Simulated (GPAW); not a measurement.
# SnSe (Fm-3m): the Sn K absorption edge

How does the Sn K edge of SnSe (Fm-3m) move when the bonds are compressed or stretched?

Method: X-ray absorption from dipole matrix elements to empty bands, plane-wave PAW LDA, in GPAW 26.7.0.

**1. Starting point**

Symmetry: Fm-3m, No. 225, cubic system. Conventional cell: a = 6.020 Å, b = 6.020 Å, c = 6.020 Å, α = 90.00°, β = 90.00°, γ = 90.00°. Sn has 6 Se at 3.01 Å nearest. Nearest to Se lie 6 Sn at 3.01 Å. Farther neighbours and most contacts between anions are not listed.

**2. Ground state of the crystal**

The ground state comes first: it tells whether the system has a gap, which decides how the excited electron is treated.

The input, scf.py:

```python
import numpy as np
from ase import Atoms
from ase.parallel import parprint, paropen
from gpaw import GPAW, PW, FermiDirac, Mixer, MixerDif, setup_paths
from gpaw.test import gen
setup_paths.insert(0, '.')
gen('Sn', name='nch1s', xcname='LDA', corehole=(1, 0, 0), write_xml=True)
from gpaw.mpi import world
world.barrier()

atoms = Atoms('SnSe',
    cell=[[0, 3.01, 3.01],
     [3.01, 0, 3.01],
     [3.01, 3.01, 0]],
    scaled_positions=[[0, 0, 0],
     [0.5, 0.5, 0.5]],
    pbc=True)
atoms.calc = calc = GPAW(legacy_gpaw=True, mode=PW(430, force_complex_dtype=True), xc='LDA', setups={0: 'nch1s'},
    kpts={'size': (7, 7, 7), 'gamma': True}, occupations=FermiDirac(0.05),
    charge=0, mixer=Mixer(0.1, 5, 50), maxiter=150,
    convergence={'density': 0.0001, 'eigenstates': 1e-6}, txt='scf.txt')
energy = atoms.get_potential_energy() + calc.get_reference_energy()
ef = calc.get_fermi_level()
out = dict(energy=energy, fermi=ef, forces=atoms.get_forces().tolist())
parprint(f'all-electron energy {energy:.4f} eV, Fermi level {ef:.4f} eV')
ev = np.array([[calc.get_eigenvalues(k, s) for k in range(len(calc.get_ibz_k_points()))] for s in range(calc.get_number_of_spins())])
out['homo'], out['lumo'], out['counts'] = ev[ev < ef].max(), ev[ev > ef].min(), sorted(set((ev < ef).sum((0, 2)).tolist()))
out['filled'] = (ev[:, 0] < ef).sum(1).tolist()
import json
with paropen('out.json', 'w') as f:
    json.dump(out, f)
```

Started as:

```console
> OMP_NUM_THREADS=1 mpirun -n 4 gpaw python scf.py
```

Numbers of over 12 decimals in the logs are rounded to 6 here.

What it wrote:

```text
Input parameters:
  convergence: {density: 0.0001,
                eigenstates: 1e-06}
  kpts: {gamma: True,
         size: (7, 7, 7)}
  maxiter: 150
  mixer: {backend: pulay,
          beta: 0.1,
          method: separate,
          nmaxold: 5,
          weight: 50}
  mode: {ecut: 430.0,
         force_complex_dtype: True,
         name: pw}
  occupations: {fixmagmom: False,
                name: fermi-dirac,
                width: 0.05}
  setups: {0: nch1s}

Initialize ...

[... PAW data sets ...]

Reference energy: -233882.760451  # eV

Spin-paired calculation

[... convergence settings ...]
Symmetries present (total): 48
  [... symmetry matrices ...]

343 k-points: 7 x 7 x 7 Monkhorst-Pack grid
20 k-points in the irreducible part of the Brillouin zone
       k-points in crystal coordinates                weights
   0:     0.00000000    0.00000000    0.00000000          1/343
   1:     0.14285714    0.14285714    0.00000000          6/343
   2:     0.14285714    0.14285714    0.14285714          8/343
   3:     0.28571429    0.14285714    0.14285714         12/343
   4:     0.28571429    0.28571429    0.00000000          6/343
   5:     0.28571429    0.28571429    0.14285714         24/343
   6:     0.28571429    0.28571429    0.28571429          8/343
   7:     0.42857143   -0.28571429   -0.28571429         12/343
   8:     0.42857143    0.28571429   -0.42857143         48/343
   9:     0.42857143    0.28571429   -0.28571429         24/343
          ...
  19:     0.42857143    0.42857143    0.42857143          8/343

Wave functions: Plane wave expansion
  Cutoff energy: 430.000 eV
  Number of coefficients (min, max): 1067, 1117
  Pulay-stress correction: 0.000000 eV/Ang^3 (de/decut=0.000000)
  Using FFTW library
  Wavefunction extrapolation:
    Improved wavefunction reuse through dual PAW basis

Occupation numbers: Fermi-Dirac:
  width: 0.0500  # eV

Eigensolver
   Davidson(niter=2)

Densities:
  Coarse grid: 21*21*21 grid
  Fine grid: 42*42*42 grid
  Total Charge: 0.000000

Density mixing:
  Method: separate
  Backend: pulay
  Linear mixing parameter: 0.1
  old densities: 5
  Width of damping distribution: 1.1
  Damping of long wavelength oscillations: 50

[... Hamiltonian set-up ...]
Number of atoms: 2
Number of atomic orbitals: 13
Number of bands in calculation: 13
Number of valence electrons: 20
Bands to converge: occupied

... initialized

Initializing position-dependent things.

Density initialized from atomic densities
Creating initial wave functions:
  13 bands from LCAO basis set

                Se

       Sn

Atomic positions and initial magnetic moments

Positions:
   0 Sn     0.000000    0.000000    0.000000    ( 0.0000,  0.0000,  0.0000)
   1 Se     3.010000    3.010000    3.010000    ( 0.0000,  0.0000,  0.0000)

Unit cell:
           periodic     x           y           z      points  spacing
  1. axis:    yes    0.000000    3.010000    3.010000    21     0.1655
  2. axis:    yes    3.010000    0.000000    3.010000    21     0.1655
  3. axis:    yes    3.010000    3.010000    0.000000    21     0.1655

  Lengths:   4.256783   4.256783   4.256783
  Angles:   60.000000  60.000000  60.000000

Effective grid spacing dv^(1/3) = 0.1806

iter:   1    -9.784988
iter:   2    -9.719891   -1.51  -1.32
iter:   3    -9.636482   -2.13  -1.43
iter:   4    -9.635020   -2.64  -1.75
iter:   5    -9.630683c  -3.75  -2.04
iter:   6    -9.630739c  -4.87  -2.93
iter:   7    -9.630694c  -5.29  -3.12
iter:   8    -9.630695c  -5.68  -3.64
iter:   9    -9.630692c  -6.50c -4.05c

Converged after 9 iterations.

Dipole moment: (0.000000, 0.000000, 0.000000) |e|*Ang

Energy contributions relative to reference atoms: (reference = -233882.760451)

Kinetic:         +9.598496
Potential:      -10.417678
External:        +0.000000
XC:              -8.811977
Entropy (-ST):   -0.000082
Local:           +0.000507
SIC:             +0.000000
--------------------------
Free energy:     -9.630733
Extrapolated:    -9.630692

Showing only first 2 kpts
 Kpt  Band  Eigenvalues  Occupancy
  0     8      3.56612    2.00000
  0     9      3.56612    2.00000
  0    10      9.94284    0.00000
  0    11      9.94284    0.00000

  1     8      3.24033    2.00000
  1     9      4.71526    2.00000
  1    10      7.59837    0.00000
  1    11      9.85559    0.00000

Fermi level: 5.95636

Gap: 0.729 eV
Transition (v -> c):
  (s=0, k=12, n=9, [0.43, 0.29, 0.29]) -> (s=0, k=12, n=10, [0.43, 0.29, 0.29])
No difference between direct/indirect transitions

Forces in eV/Ang:
  0 Sn   -0.00000    0.00000    0.00000
  1 Se    0.00000    0.00000    0.00000
Scalar-relativistic atomic LDA calculation for Sn (Tin, Z=50)
Core hole in 1s state (1s occupation: 2.0)
750 radial gridpoints.
|------------------------------------------------|
|------------------------------------------------|
[... the atom generator's iteration count ...]

Energy contributions:
-------------------------
Kinetic:    +6433.602378
XC:          -159.347132
Potential: -12443.201828
-------------------------
Total:      -6168.946582

state      eigenvalue         ekin         rmax
-----------------------------------------------
1s^2.0 : -1063.730537  1353.317949        0.019
2s^2.0 :  -160.675785   281.234255        0.106
2p^6.0 :  -144.457695   266.941499        0.085
3s^2.0 :   -30.987638    80.007389        0.308
3p^6.0 :   -25.667637    74.293258        0.301
3d^10.0:   -17.408854    67.551481        0.251
4s^2.0 :    -4.906972    21.601013        0.745
4p^6.0 :    -3.291998    18.274761        0.788
4d^10.0:    -0.952163    12.016196        0.887
5s^2.0 :    -0.396843     2.800661        2.004
5p^2.0 :    -0.142200     1.472983        2.539
-----------------------------------------------
(units: Bohr and Hartree)

Generating PAW setup
Kinetic energy of the core from tauc = 6485.771847213579
Cutoffs:
rc(s)=2.270
rc(p)=2.400
rc(d)=2.240
rc(vbar)=2.250
rc(comp)=2.260
rc(nct)=2.400

Kinetic energy of the core states: 6304.893134
Charge: 0.0
Core electrons: 36.0
Valence electrons: 14.0
Pseudo-core charge: 0.328396
Shape function alpha=1.958
Pseudo-electron charge 6.835440
state    eigenvalue         norm
--------------------------------
5s(2) :    -0.396843     1.152734
*s    :     0.603157
5p(2) :    -0.142200     1.024228
*p    :     0.857800
4d(10):    -0.952163     0.215312
*d    :     0.047837
--------------------------------

Diagonalizing with gridspacing h=0.050

state   all-electron     PAW
-------------------------------
5s:      -0.396843    -0.397377
5p:      -0.142200    -0.142842
4d:      -0.952163    -0.953074
*f:                    0.066259
-------------------------------
all-electron energy -233892.3911 eV, Fermi level 5.9564 eV
```

It took 7.3 s on 4 MPI ranks of Arm Neoverse N1, shared host; peak memory 0.16 GiB.

The mesh shows a gap of 0.73 eV, so the hole is first treated in a charged cell, without the excited electron.

**3. Supercell without a hole, the energy reference**

The photon energy needs a difference of total energies, so the cell and mesh of the coming hole run are first run without a hole.

scf.py, as its differences from that of step 2:

```diff
@@ -10,11 +10,17 @@
 
-atoms = Atoms('SnSe',
-    cell=[[0, 3.01, 3.01],
-     [3.01, 0, 3.01],
-     [3.01, 3.01, 0]],
+atoms = Atoms('Sn4Se4',
+    cell=[[0, -6.02, 0],
+     [-6.02, 0, 0],
+     [0, 0, -6.02]],
     scaled_positions=[[0, 0, 0],
-     [0.5, 0.5, 0.5]],
+     [0.5, 0, 0.5],
+     [0, 0.5, 0.5],
+     [0.5, 0.5, 0],
+     [0.5, 0.5, 0.5],
+     [0, 0.5, 0],
+     [0.5, 0, 0],
+     [0, 0, 0.5]],
     pbc=True)
 atoms.calc = calc = GPAW(legacy_gpaw=True, mode=PW(430, force_complex_dtype=True), xc='LDA', setups={0: 'nch1s'},
-    kpts={'size': (7, 7, 7), 'gamma': True}, occupations=FermiDirac(0.05),
+    kpts={'size': (3, 3, 3), 'gamma': True}, occupations=FermiDirac(0.02),
     charge=0, mixer=Mixer(0.1, 5, 50), maxiter=150,
```

What it wrote:

```text
Input parameters:
  convergence: {density: 0.0001,
                eigenstates: 1e-06}
  kpts: {gamma: True,
         size: (3, 3, 3)}
  maxiter: 150
  mixer: {backend: pulay,
          beta: 0.1,
          method: separate,
          nmaxold: 5,
          weight: 50}
  mode: {ecut: 430.0,
         force_complex_dtype: True,
         name: pw}
  occupations: {fixmagmom: False,
                name: fermi-dirac,
[...]
*s    :     0.603157
5p(2) :    -0.142200     1.024228
*p    :     0.857800
4d(10):    -0.952163     0.215312
*d    :     0.047837
--------------------------------

Diagonalizing with gridspacing h=0.050

state   all-electron     PAW
-------------------------------
5s:      -0.396843    -0.397377
5p:      -0.142200    -0.142842
4d:      -0.952163    -0.953074
*f:                    0.066259
-------------------------------
all-electron energy -935570.0835 eV, Fermi level 6.0122 eV
[key lines of the parts left out:]
Converged after 9 iterations.
Dipole moment: (0.000000, 0.000000, 0.000000) |e|*Ang
Free energy:    -39.041715
Fermi level: 6.01225
```

Run time: 12 s. Hardware: 4 MPI ranks; peak memory 0.23 GiB; 46 s of CPU time.

Reference energy: -935570.083 eV with the cores included.

(Part 1 of 3 ends here.)

[Banner, clock and machine lines of the logs are left out without a mark of their own.]

[Logs are printed without paths, hosts, clocks, repeated set-up lines and the standing remarks that a program may print on its own settings, such as how far it seeks lower states.]

[Hosts, paths, dates, database ids (printed as entryN), source tags and the programs' standing remarks are cut or masked in the printed files.]

[Lists of maxima count a maximum above −3 eV only where it reaches 4 % of the highest in the window and stands out from its surroundings by 2 % of it (1.5 % where it reaches 55 %); shoulders and weaker maxima are passed over, and of the rest the first, up to two pre-edge ones and the few strongest are named.]
